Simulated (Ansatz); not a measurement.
**Dielectric function and optical constants of Al**

Aim: the dielectric function of Al, and the optical constants that follow from it.

Program: Ansatz 0.2.0. Level of theory: DFT, PBE, plane-wave PAW, default files, scalar-relativistic, independent-particle optical response without local fields. Results are calculated unless marked as measured.

### Step 1. Set-up

It takes space group Fm-3m (No. 225, cubic). The conventional cell has a = 4.050 Å, b = 4.050 Å, c = 4.050 Å, α = 90.00°, β = 90.00°, γ = 90.00°. Al has 12 Al at 2.86 Å nearest.

### Step 2. Ground state and bands

First the ground state: is it a metal or has it a gap?

This step: DFT, PBE, plane-wave PAW, default files, scalar-relativistic, ground state (Ansatz 0.2.0).

Input file input.yaml:

```yaml
crystal:
  lattice:
    - [0.0, 2.024805, 2.024805]
    - [2.024805, 0.0, 2.024805]
    - [2.024805, 2.024805, 0.0]
  atoms:
    - { symbol: Al, position: [0.0, 0.0, 0.0] }
kpoints:
  mp_grid: { grid: [9, 9, 9] }
  band_path:
    path:
      - [[0.0, 0.0, 0.0], [0.5, 0.0, 0.5], [0.5, 0.25, 0.75], [0.375, 0.375, 0.75], [0.0, 0.0, 0.0], [0.5, 0.5, 0.5], [0.625, 0.25, 0.625], [0.5, 0.25, 0.75], [0.5, 0.5, 0.5], [0.375, 0.375, 0.75]]
      - [[0.625, 0.25, 0.625], [0.5, 0.0, 0.5]]
    npoints: 6
scf:
  occupations: { method: fermi_dirac, width: 0.05 }
  n_extra_bands: 6
hamiltonian:
  xc: pbe
  pseudopotentials: { kind: paw }
output:
  forces: true
  stress: true
  populations: true
  write_bands: true
  write_density: true
  write_potential: true
  elf: true
  volumetric_format: npy
```

On the command line:

```sh
$ ansatz run input.yaml --threads 4 --pin off --max-ram 8192MiB --backend cpu --events-out ev --progress --plain --runs-dir out
```

Numbers of over 12 decimals in the logs are rounded to 6 here.

The log of the run:

```text
scf.n_extra_bands = 6 over 2 filled bands (N_el = 3.0): the run solves 8 bands
Engine: ansatz 0.2.0, x86_64-unknown-linux-gnu
Pseudopotentials: kind: paw
Pseudopotential: Al, paw, valence charge 3, recommended cutoff 420 eV (normal), Al.paw.azcp
Functional definition: PBE
  parameter kappa = 0.804
  parameter beta = 0.066725
  exchange = pbe_x(kappa = kappa, mu = beta*pi^2/3)
  correlation = pbe_c(beta = beta)
Crystal: 1 atoms, lattice volume = 16.603 Å³
Basis set: ecut = 420 eV, 331 PW (Γ), exchange–correlation on 40×40×40 points (8 copies of the dense FFT grid, shifted against one another)
Bands: 8, of which v1, the nominal top of the filled ones, is band 2 counted from 1 (1 counted from 0)
Symmetry: 48 space group operations
Space group: Fm-3m (ITA 225), of the structure as read, at distance tolerance 2.6e-5 Å
k-points: 35 of 729
Non-local potential: Al, projectors of the file, l = 0: 2, l = 1: 2, l = 2: 1
PAW form: soft (Blöchl's): semilocal exchange-correlation on the pseudo side does not see the compensation charge
PAW one-centre angular grid: Al, 110 points (default); XC on 64 Gauss nodes
Initial density: superposition of atomic densities (neutral atoms: chi_scale 0, normalization atom), corrected by the library's trained network
Initial wavefunctions: pseudopotential atomic-orbital guess
Functional: x = pbe(κ = 0.804, μ = 0.219515), c = pbe(β = 0.066725)
SCF iter   1: F=—  HF=-537.474888 eV  |F-HF|=—  |Δ(HF+E_count)|=         —  Δρ=6.41e-4  dr2=4.75e-5  ethr=1.77e-3  ⟨swp⟩=4.8  Hψ=2160  notcnv=0
preconditioner: auto → none  [insulator: Δε(μ)=0.145 eV  Ē_g=16.387 eV  σ=0.050 eV  W_gap=0.57  n_scr=0 (ndim 8)  ℏωp=15.8 eV  f_vac=0.000  D(μ)=0.66/eV (n_scr^D=8)  ε∞_Penn≈1.9]
SCF iter   2: F=—  HF=-537.474923 eV  |F-HF|=—  |Δ(HF+E_count)|=   3.51e-5  Δρ=2.94e-4  dr2=8.19e-6  ethr=1.58e-6  ⟨swp⟩=1.7  Hψ=587  notcnv=0  defer=4
iter 3 did not close the SCF: its close was put off for the readings that it lacked (scf_convergence_deferred on its scf_iter line)
SCF iter   3: F=-537.474932 eV  HF=-537.474932 eV  |F-HF|=4.49e-8  |Δ(HF+E_count)|=   9.19e-6  Δρ=2.79e-5  dr2=9.15e-8  ethr=2.73e-7  ⟨swp⟩=1.0  Hψ=219  notcnv=0  defer=4
iter 4 did not close the SCF: its close was put off for the readings that it lacked (scf_convergence_deferred on its scf_iter line)
SCF iter   4: F=-537.474932 eV  HF=-537.474932 eV  |F-HF|=3.53e-10  |Δ(HF+E_count)|=   4.26e-8  Δρ=2.31e-6  dr2=1.00e-9  ethr=3.05e-9  ⟨swp⟩=1.0  Hψ=219  notcnv=0  defer=4
iter 5 did not close the SCF: its close was put off for the readings that it lacked (scf_convergence_deferred on its scf_iter line)
SCF iter   5: F=-537.474932 eV  HF=-537.474932 eV  |F-HF|=9.09e-13  |Δ(HF+E_count)|=  2.39e-10  Δρ=1.23e-7  dr2=2.61e-12  ethr=3.34e-11  ⟨swp⟩=1.3  Hψ=232  notcnv=0  defer=4
SCF iter   6: F=-537.474932 eV  HF=-537.474932 eV  |F-HF|=1.14e-13  |Δ(HF+E_count)|=  7.96e-13  Δρ=1.16e-8  dr2=2.19e-14  ethr=1.00e-12  ⟨swp⟩=5.4  Hψ=1215  notcnv=0
SCF 1 converged in 6 iterations: F = -537.474932 eV  dr2 = 2.19e-14
  greatest PAW one-centre occupation: 0.446 electrons in one spin orbital (limit 2), on the Al atom at site 0 (counted from 0), in its partial waves of l = 0
NSCF: frozen V_eff on 62 k-points
SCF converged after 6 iterations
Free energy (F): -537.474932 eV
Harris-Foulkes:  -537.474932 eV  (|F-HF|=1.14e-13)
Internal energy: -537.469812 eV  (E = F + TS)
E sigma→0 (E₀):  -537.472372 eV
Entropy (-TS):   -0.005120 eV (-5.120 meV/atom)
Fermi energy:    7.850886 eV
--- Per-component energies (eV) ---
  E_band       = 10.461035
  E_kinetic    = 22.710968
  E_local      = 9.785943  (includes V_loc(G=0)·N_el)
  E_nonlocal   = 10.311504
  E_hartree    = 0.105008
  E_xc         = -39.691841
  E_vxc        = -28.904544  (∫ρ·V_xc dr)
  E_paw        = -467.328340  (= ΣΔE_a)
  E_vpaw       = -3.652849  (= ΣTr[D̂ρ^β])
  E_aug_tail   = -0.000002  (compensation charges beyond the density's cutoff)
  E_ewald      = -73.363052
  E_smearing   = -0.005120  (= −TS)
  E_closure    = 0.000000  (closes the sum)
  Σ components = -537.474932   (vs F -537.474932, Δ=0.00e0)
--- Forces (eV/Å), atoms counted from 1 ---
  atom   1  Al    -0.00000000    -0.00000000     0.00000000
  max |Σ_I F_I| component: 8.22e-33 eV/Å
--- Stress (GPa, compression-positive) ---
       -0.183565      -0.000000       0.000000
       -0.000000      -0.183565       0.000000
        0.000000       0.000000      -0.183565
  P = ⅓ Tr σ = -0.1836 GPa (-1.836 kbar)
--- Band table (eV; the first three rows and the last of 35) ---
  k-point 0: bands = ["-3.2039", "20.3689", "20.3689", "20.3689", "21.9156", "21.9156", "21.9156", "24.3371"]
  k-point 1: bands = ["-2.8701", "16.6989", "19.5783", "19.5783", "22.5513", "23.1879", "23.1879", "25.5919"]
  k-point 2: bands = ["-1.8735", "12.3348", "18.8223", "18.8223", "22.2197", "22.9992", "22.9992", "25.9122"]
  k-point 34: bands = ["5.3816", "7.6313", "8.8808", "9.7006", "22.3464", "23.3970", "24.3262", "27.6172"]
--- Löwdin populations: 1 site ---
  site symbol       q [e]
     0     Al      2.9566
  spilling = 0.014472 (of n_electrons = 3.000000)
```

Run time: 1.6 s. Hardware: 4 threads of Intel Xeon Platinum 8375C at 2.90GHz (Ice Lake), shared host; peak memory 0.32 GiB.

Read-outs, printed or worked out from the files:

| Property | Result |
| --- | --- |
| free energy | -537.4749 eV |
| Fermi energy | 7.851 eV |
| electrons | 3 |
| symmetry operations | 48 |
| pressure | -0.1836 GPa |
| volume | 16.60 Å³ |
| gap on the path | 0 eV |

There are states at the Fermi level within the smearing, so the occupations stay smeared and the carriers get a Drude term. The cell is left with a pressure of -0.2 GPa, as it stands unrelaxed at this level.

Electronic bands along the path, in eV, zero at the Fermi level; # counts the bands kept:

| point | #1 | #2 | #3 | #4 | #5 | #6 |
| --- | --- | --- | --- | --- | --- | --- |
| Γ | -11.05 | 12.52 | 12.52 | 12.52 | 14.06 | 14.06 |
| halfway | -8.82 | 7.46 | 7.51 | 7.51 | 8.24 | 10.97 |
| X | -2.87 | -1.57 | 5.25 | 5.60 | 5.60 | 9.02 |
| halfway | -2.36 | -1.03 | 1.78 | 3.29 | 10.10 | 12.16 |
| W | -0.81 | -0.81 | 0.20 | 1.10 | 15.72 | 15.72 |
| halfway | -1.58 | -1.08 | -0.13 | 3.49 | 11.66 | 15.82 |
| K | -1.84 | -1.32 | -0.38 | 6.56 | 8.17 | 15.59 |
| halfway | -8.54 | 3.60 | 5.05 | 11.60 | 13.61 | 14.96 |
| Γ | -11.05 | 12.52 | 12.52 | 12.52 | 14.06 | 14.06 |
| halfway | -9.37 | 3.45 | 10.86 | 10.86 | 14.31 | 14.65 |
| L | -4.53 | -4.34 | 11.38 | 11.38 | 11.38 | 11.38 |
| halfway | -3.75 | -3.52 | 4.95 | 8.25 | 10.05 | 15.96 |
| U | -1.84 | -1.32 | -0.38 | 6.56 | 8.17 | 15.59 |
| halfway | -1.58 | -1.08 | -0.13 | 3.49 | 11.66 | 15.82 |
| W | -0.81 | -0.81 | 0.20 | 1.10 | 15.72 | 15.72 |
| halfway | -3.49 | -3.25 | 4.97 | 5.45 | 13.26 | 13.63 |
| L | -4.53 | -4.34 | 11.38 | 11.38 | 11.38 | 11.38 |
| halfway | -3.75 | -3.52 | 4.95 | 8.25 | 10.05 | 15.96 |
| K | -1.84 | -1.32 | -0.38 | 6.56 | 8.17 | 15.59 |
| jump to U | -1.84 | -1.32 | -0.38 | 6.56 | 8.17 | 15.59 |
| halfway | -2.62 | -1.30 | 2.09 | 5.84 | 7.16 | 11.31 |
| X | -2.87 | -1.57 | 5.25 | 5.60 | 5.60 | 9.02 |

The electronic bands as a text plot (rows in eV, shown from -8.0 to 8.0 only):

```
    7.7 |    *            *    *             *        *     * *
    7.0 |         *                        *  *       *   *    *
    6.3 |     **         *     *    **         *             ** *
    5.7 |       **      *                            *         **
    5.0 |        **          **             *        *     *
    4.3 |     **  **                            *               *
    3.7 |              *     **       *             *
    3.0 |          *       **                *      *       *
    2.3 |           *                            *             *
    1.7 |            **                            *
    1.0 |       *   *     ***                 *   **
    0.3 |             *                *         **
   -0.3 |           ** ****                    **            **
   -1.0 |          *  ****                     ****          ***
   -1.7 |        ** ** ***                     *** *         *  *
   -2.3 |          *                    *     *     *         **
   -3.0 |        **                          *      **      *   *
   -3.7 |                                  **        **   **
   -4.3 |                 *              ***          *****
   -5.0 |       *
   -5.7 |
   -6.3 |                  **           *
   -7.0 |     **
   -7.7 |
         Γ       X    W  K        Γ      L     U  W     L   K|U X
```

Electrostatic potential energy in the ac plane of the conventional cell at fractional y = 0.000, with atoms of Al within 0.2 Å of it. With pseudopotentials it is smooth inside the atoms' cores, unlike the true potential.

Ten even steps from '_' (-10 eV) to '@' (10 eV), each cell a mean:
```
++::__--##@@@@@@@@%%**..__==
..__..++%%@@@@@@@@%%##--____
..::++##%%%%####%%%%%%**--..
**####%%##++----==**##%%##**
%%@@%%##++..______::**%%%%%%
@@@@@@##::__::--..__==%%@@@@
@@@@%%**....++**--__--##@@@@
@@@@%%**..__==++::__--##@@@@
@@@@%%##--____..__..++%%@@@@
##%%%%%%**--....::++##%%%%##
--==**##%%##****####%%##++--
____::**%%%%%%%%@@%%##++..__
--..__==%%@@@@@@@@@@##::__::
**--__--##@@@@@@@@%%**....++
```

ELF in the ac plane of the conventional cell at fractional y = 0.000, with atoms of Al within 0.2 Å of it. It is the smooth field of the valence electrons, not physical close to the nuclei.

Ten even steps from '_' (0.07) to '@' (0.62), each cell a mean:
```
..__--####==------++##**..__
__::##@@%%**====++##%%%%++..
++##@@@@@@%%##**##%%@@@@%%**
##%%@@@@@@@@####%%@@@@@@%%##
++**##@@@@##--::==%%@@%%##++
--==**%%##::______==%%##++--
::--++##++__..::__::##**==--
----++##**..__..__--####==--
==++##%%%%++..__::##@@%%**==
**##%%@@@@%%**++##@@@@@@%%##
##%%@@@@@@%%####%%@@@@@@@@##
::==%%@@%%##++++**##@@@@##--
____==%%##++----==**%%##::__
::__::##**==--::--++##++__..
```

### Step 3. Spectrum

The spectrum is a sum over vertical transitions between filled and empty bands at the fixed density, so many empty bands are needed.

This step: DFT, PBE, plane-wave PAW, default files, scalar-relativistic, independent-particle optical response without local fields (Ansatz 0.2.0).

input.yaml, the sections that differ from step 2:

```yaml
kpoints:
  mp_grid: { grid: [12, 12, 12] }
scf:
  occupations: { method: fermi_dirac, width: 0.05 }
output:
  optics:
    e_range: [0, 20]
    de: 0.05
    sigma: 0.1
    drude_damping: 0.1
    nscf_kmesh: { grid: [14, 14, 14] }
    bands: { spectra_wanted_up_to: 20 }
# crystal, hamiltonian: as in step 2
```

The log of the run:

```text
[...]
Crystal: 1 atoms, lattice volume = 16.603 Å³
Basis set: ecut = 420 eV, 331 PW (Γ)
Bands: 6, of which v1, the nominal top of the filled ones, is band 2 counted from 1 (1 counted from 0)
[... 1 set-up line as in the run before ...]
[...]
k-points: 72 of 1728
[...]
SCF iter   1: F=—  HF=-537.511524 eV  |F-HF|=—  |Δ(HF+E_count)|=         —  Δρ=5.24e-4  dr2=2.42e-5  ethr=1.77e-3  ⟨swp⟩=4.7  Hψ=3732  notcnv=0
[...]
SCF iter   6: F=-537.511544 eV  HF=-537.511544 eV  |F-HF|=1.14e-13  |Δ(HF+E_count)|=  5.68e-13  Δρ=5.52e-9  dr2=2.94e-15  ethr=1.00e-12  ⟨swp⟩=1.9  Hψ=1393  notcnv=0
SCF 1 converged in 6 iterations: F = -537.511544 eV  dr2 = 2.94e-15
[...]
NSCF: frozen V_eff on 104 k-points
output.optics: what the bands over the 12 summed would add to eps1, eps2 and the energy-loss function is held between a lower and an upper bound (8 Lanczos steps). eps1, eps2 and their loss function (loss_summed_bands) are given on every row as the summed bands alone make them. Along an axis, on a row where the two bounds hold the loss function to about 1 % of the greater of itself and 0.5 % of |1/eps|, its cell (loss_completed) is given, with the completed eps1 and eps2 that it is formed of (a cell that is left empty reads nan in the table and null in the record). The two bounds hold it so along every axis on all 400 rows up to 20.000 eV. [rest of the remark cut]
SCF converged after 6 iterations
Free energy (F): -537.511544 eV
[...]
Internal energy: -537.508503 eV  (E = F + TS)
E sigma→0 (E₀):  -537.510024 eV
Entropy (-TS):   -0.003041 eV (-3.041 meV/atom)
Fermi energy:    7.753063 eV
[...]
--- Band table (eV; the first three rows and the last of 72) ---
[...]
```

Run time: 4.3 s. Hardware: 4 threads; peak memory 0.66 GiB; 15 s of CPU time.

Read-outs, printed or worked out from the files:

* main peak of the optical conductivity above 1 eV, first axis: 1.497 eV
* centre of weight of the strongest loss peak in the window: 15.21 eV
* Drude plasma energy, first axis: 12.46 eV
* bands summed: 12
* spectra valid up to: 30.15 eV
* program's estimate of the k-sum error in Im epsilon: 1.2 %
* electrons in the f-sum: 2.829

The Im ε, any direction has structure finer than the step of the table below, so its rows give means over 0.5 eV, whole bins alone (the curve runs from 0.3 to 20 eV). Peaks (eV: height): 1.50: 81.3.

Im ε, any direction against photon energy; means over each step:

photon energy (eV), Im ε, any direction and a bar:
```
      1.0         30 #################
      1.5         52 ##############################
      2.0         21 ############
      2.5          9 #####
      3.0          5 ###
      3.5          3 ##
      4.0          2 #
      4.5          1 #
      5.0          1 #
      5.5          1 
      6.0          1 
      6.5          0 
      7.0          0 
      7.5          0 
      8.0          0 
      8.5          0 
      9.0          0 
      9.5          0 
     10.0          0 
     10.5          0 
     11.0          0 
     11.5          0 
     12.0          0
```

The Re ε, any direction by photon energy:

photon energy (eV), Re ε, any direction and a bar from the least value:
```
      0.5       -603 
      1.0       -144 #######################
      1.5        -62 ###########################
      2.0        -56 ###########################
      2.5        -36 ############################
      3.0        -25 #############################
      3.5        -18 #############################
      4.0        -14 #############################
      4.5        -11 #############################
      5.0         -8 ##############################
      5.5         -7 ##############################
      6.0         -6 ##############################
      6.5         -5 ##############################
      7.0         -4 ##############################
      7.5         -3 ##############################
      8.0         -3 ##############################
      8.5         -2 ##############################
      9.0         -2 ##############################
      9.5         -2 ##############################
     10.0         -1 ##############################
     10.5         -1 ##############################
     11.0         -1 ##############################
     11.5         -1 ##############################
     12.0         -1 ##############################
     12.5          0 ##############################
     13.0          0 ##############################
     13.5          0 ##############################
     14.0          0 ##############################
     14.5          0 ##############################
     15.0          0 ##############################
     15.5          0 ##############################
     16.0          0 ##############################
     16.5          0 ##############################
     17.0          0 ##############################
     17.5          0 ##############################
     18.0          0 ##############################
     18.5          0 ##############################
     19.0          0 ##############################
     19.5          0 ##############################
     20.0          0 ##############################
```

Values under 1 per cm are given as 1. Table of absorption coefficient, any direction by photon energy:

| photon energy (eV) | absorption coefficient, any direction (1/cm) |
| --- | --- |
| 0.5 | 1.3e6 |
| 1.0 | 1.2e6 |
| 1.5 | 1.4e6 |
| 2.0 | 1.5e6 |
| 2.5 | 1.5e6 |
| 3.0 | 1.5e6 |
| 3.5 | 1.5e6 |
| 4.0 | 1.5e6 |
| 4.5 | 1.5e6 |
| 5.0 | 1.5e6 |
| 5.5 | 1.5e6 |
| 6.0 | 1.4e6 |
| 6.5 | 1.4e6 |
| 7.0 | 1.4e6 |
| 7.5 | 1.4e6 |
| 8.0 | 1.3e6 |
| 8.5 | 1.3e6 |
| 9.0 | 1.3e6 |
| 9.5 | 1.2e6 |
| 10.0 | 1.2e6 |
| 10.5 | 1.1e6 |
| 11.0 | 1.1e6 |
| 11.5 | 1.0e6 |
| 12.0 | 9.6e5 |
| 12.5 | 8.9e5 |
| 13.0 | 8.1e5 |
| 13.5 | 7.2e5 |
| 14.0 | 6.1e5 |
| 14.5 | 4.7e5 |
| 15.0 | 2.8e5 |
| 15.5 | 1.2e5 |
| 16.0 | 73013 |
| 16.5 | 54742 |
| 17.0 | 46825 |
| 17.5 | 41687 |
| 18.0 | 37116 |
| 18.5 | 33363 |
| 19.0 | 30731 |
| 19.5 | 28954 |
| 20.0 | 27356 |

The loss function −Im 1/ε at q → 0, any direction has structure finer than the step of the table below, so its rows give means over 1 eV, whole bins alone (the curve runs from 0.3 to 20 eV). Peaks (eV: height): 15.2: 31.6.

The loss function −Im 1/ε at q → 0, any direction by energy loss; means over each step:

energy loss (eV), loss function −Im 1/ε at q → 0, any direction and a bar:
```
        1        0.0 
        2        0.0 
        3        0.0 
        4        0.0 
        5        0.0 
        6        0.0 
        7        0.0 
        8        0.0 
        9        0.0 
       10        0.1 
       11        0.1 
       12        0.1 
       13        0.3 #
       14        1.3 ##
       15       16.1 ##############################
       16        4.0 #######
       17        0.6 #
       18        0.3 
       19        0.1
```

Table of refractive index n and extinction k by photon energy:

| photon energy (eV) | n | k |
| --- | --- | --- |
| 1 | 1.06 | 12.0 |
| 2 | 1.32 | 7.63 |
| 3 | 0.487 | 5.04 |
| 4 | 0.261 | 3.72 |
| 5 | 0.160 | 2.92 |
| 6 | 0.107 | 2.36 |
| 7 | 0.0761 | 1.96 |
| 8 | 0.0567 | 1.64 |
| 9 | 0.0462 | 1.38 |
| 10 | 0.0397 | 1.16 |
| 11 | 0.0362 | 0.963 |
| 12 | 0.0347 | 0.785 |
| 13 | 0.0354 | 0.612 |
| 14 | 0.0418 | 0.428 |
| 15 | 0.0865 | 0.186 |
| 16 | 0.314 | 0.0450 |
| 17 | 0.450 | 0.0272 |
| 18 | 0.537 | 0.0203 |
| 19 | 0.602 | 0.0160 |
| 20 | 0.652 | 0.0135 |

At chosen wavelengths:

| wavelength (nm) | n | k | R (%) | 1/α |
| --- | --- | --- | --- | --- |
| 800 | 3.72 | 9.529 | 86.8 | 6.7 nm |
| 633 | 1.40 | 7.796 | 91.6 | 6.5 nm |
| 532 | 0.88 | 6.540 | 92.4 | 6.5 nm |
| 405 | 0.46 | 4.939 | 93.0 | 6.5 nm |
| 308 | 0.26 | 3.696 | 93.2 | 6.6 nm |
| 248 | 0.16 | 2.917 | 93.5 | 6.8 nm |
| 193 | 0.09 | 2.177 | 93.7 | 7.1 nm |

In reflection the computed colour is near white: x = 0.312, y = 0.329, luminous reflectivity 92 %.

### Step 4. Outcome

* gap on the path: 0 eV
* main peak of the optical conductivity above 1 eV, first axis: 1.50 eV
* Drude plasma energy, first axis: 12.5 eV
* centre of weight of the strongest loss peak in the window, first axis: 15.2 eV

**Reading.** At this level (PBE, independent particles) Al is a metal with a Drude plasma energy of 12.5 eV; it reflects 92 % at 550 nm. Along x the bare Drude plasma energy is 12.5 eV; Re ε first rises through zero at 15.20 eV, higher, since interband strength adds to the carriers'. The strongest loss structure up to 20 eV has its centre of weight at 15.2 eV; a free-electron gas of the 2.8 electrons in the f-sum would put its plasmon at 15.3 eV. In reflection the computed colour is near white: x = 0.312, y = 0.329, luminous reflectivity 92 %. In the base run ε includes the program's bounded estimate of what the bands above those summed add. The carriers' damping of 0.1 eV is typed, not computed; at 0.8 eV the carriers give 63 % of Im ε along the first axis; the rest comes from the sum over bands, which at low energy also holds close bands and the noise of the mesh. The Fermi-Dirac width of 0.05 eV acts as an electron temperature of 580 K in the carriers' term.

[Logs are printed without paths, hosts, clocks, repeated set-up lines and the standing remarks that a program may print on its own settings, such as how far it seeks lower states.]

[Hosts, paths, dates, database ids (printed as entryN), source tags and the programs' standing remarks are cut or masked in the printed files.]
